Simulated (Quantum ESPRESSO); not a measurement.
Consider Cu (Copper, Fm-3m).

```
CELL_PARAMETERS angstrom
0.00000 1.80750 1.80750
1.80750 0.00000 1.80750
1.80750 1.80750 0.00000
ATOMIC_POSITIONS crystal
Cu 0.00000 0.00000 0.00000
```

Absorber: atom 1, with 12 Cu at 2.56 Å (cuboctahedral, site symmetry m-3m). Method: Quantum ESPRESSO XSpectra, PBE, excited-electron core hole (neutral cell), 13-atom cell with 5.7 Å between holes, 5×5×5 k points, dipole transitions, Lorentzian half width 0.78 eV up to 4 eV, rising linearly to 1.75 eV at 25 eV (not a setting of the program: the run's 0.4 eV curve was folded afterwards with a further Lorentzian).

Question: What does the Cu K edge look like?

Main maxima up to 30 eV above the zero (height): 12.4 eV (1.43) and 22.0 eV (1.41). A K edge sees empty p states on the absorber. The total-energy difference is 9014.10 eV. One term is added: -29.93 eV, since the hole is spin-paired here and a spin-polarised one costs that much less in the free atom (computed apart). The photon energy is then 8984.17 eV. The tabulated edge of the element is 8979 eV. The functional leaves an error of a few eV in such absolute values.

The Cu K spectrum (energy from the energy zero of the input (xe0, at the border of filled and empty states); intensity scaled to a mean of 1 over the first 20 eV; folded afterwards to Lorentzian half width 0.78 eV up to 4 eV, rising linearly to 1.75 eV at 25 eV; the points at xe0, where the cut of filled states can leave a spike, are interpolated):

```csv
E (eV),intensity
-2.0,0.10
-1.5,0.13
-1.0,0.16
-0.5,0.24
0.0,0.35
0.5,0.45
1.0,0.51
1.5,0.57
2.0,0.58
2.5,0.57
3.0,0.56
3.5,0.58
4.0,0.61
4.5,0.64
5.0,0.66
5.5,0.70
6.0,0.74
6.5,0.77
7.0,0.79
7.5,0.82
8.0,0.89
8.5,0.97
9.0,1.05
9.5,1.09
10.0,1.11
10.5,1.17
11.0,1.26
11.5,1.36
12.0,1.42
12.5,1.43
13.0,1.41
13.5,1.39
14.0,1.38
14.5,1.38
15.0,1.37
15.5,1.33
16.0,1.28
16.5,1.22
17.0,1.19
17.5,1.18
18.0,1.19
18.5,1.20
19.0,1.22
19.5,1.24
20.0,1.27
20.5,1.31
21.0,1.36
21.5,1.40
22.0,1.41
22.5,1.41
23.0,1.38
23.5,1.34
24.0,1.30
24.5,1.26
25.0,1.22
25.5,1.19
26.0,1.17
26.5,1.15
27.0,1.13
27.5,1.11
28.0,1.08
28.5,1.06
29.0,1.04
29.5,1.03
30.0,1.03
30.5,1.03
31.0,1.04
31.5,1.05
32.0,1.06
```

The holes are only 5.7 Å apart, so the shape is probably not converged with cell size; no larger cell was run here. Lifetime broadening is put in by hand, and intensities beyond about 20 eV depend on it and on the partial waves. The structure is a published determination, not relaxed.

[Banner, clock and machine lines of the logs are left out without a mark of their own.]

[Logs are printed without paths, hosts, clocks, repeated set-up lines and the standing remarks that a program may print on its own settings, such as how far it seeks lower states.]

[Hosts, paths, dates, database ids (printed as entryN), source tags and the programs' standing remarks are cut or masked in the printed files.]

[Lists of maxima count a maximum above −3 eV only where it reaches 4 % of the highest in the window and stands out from its surroundings by 2 % of it (1.5 % where it reaches 55 %); shoulders and weaker maxima are passed over, and of the rest the first, up to two pre-edge ones and the few strongest are named.]
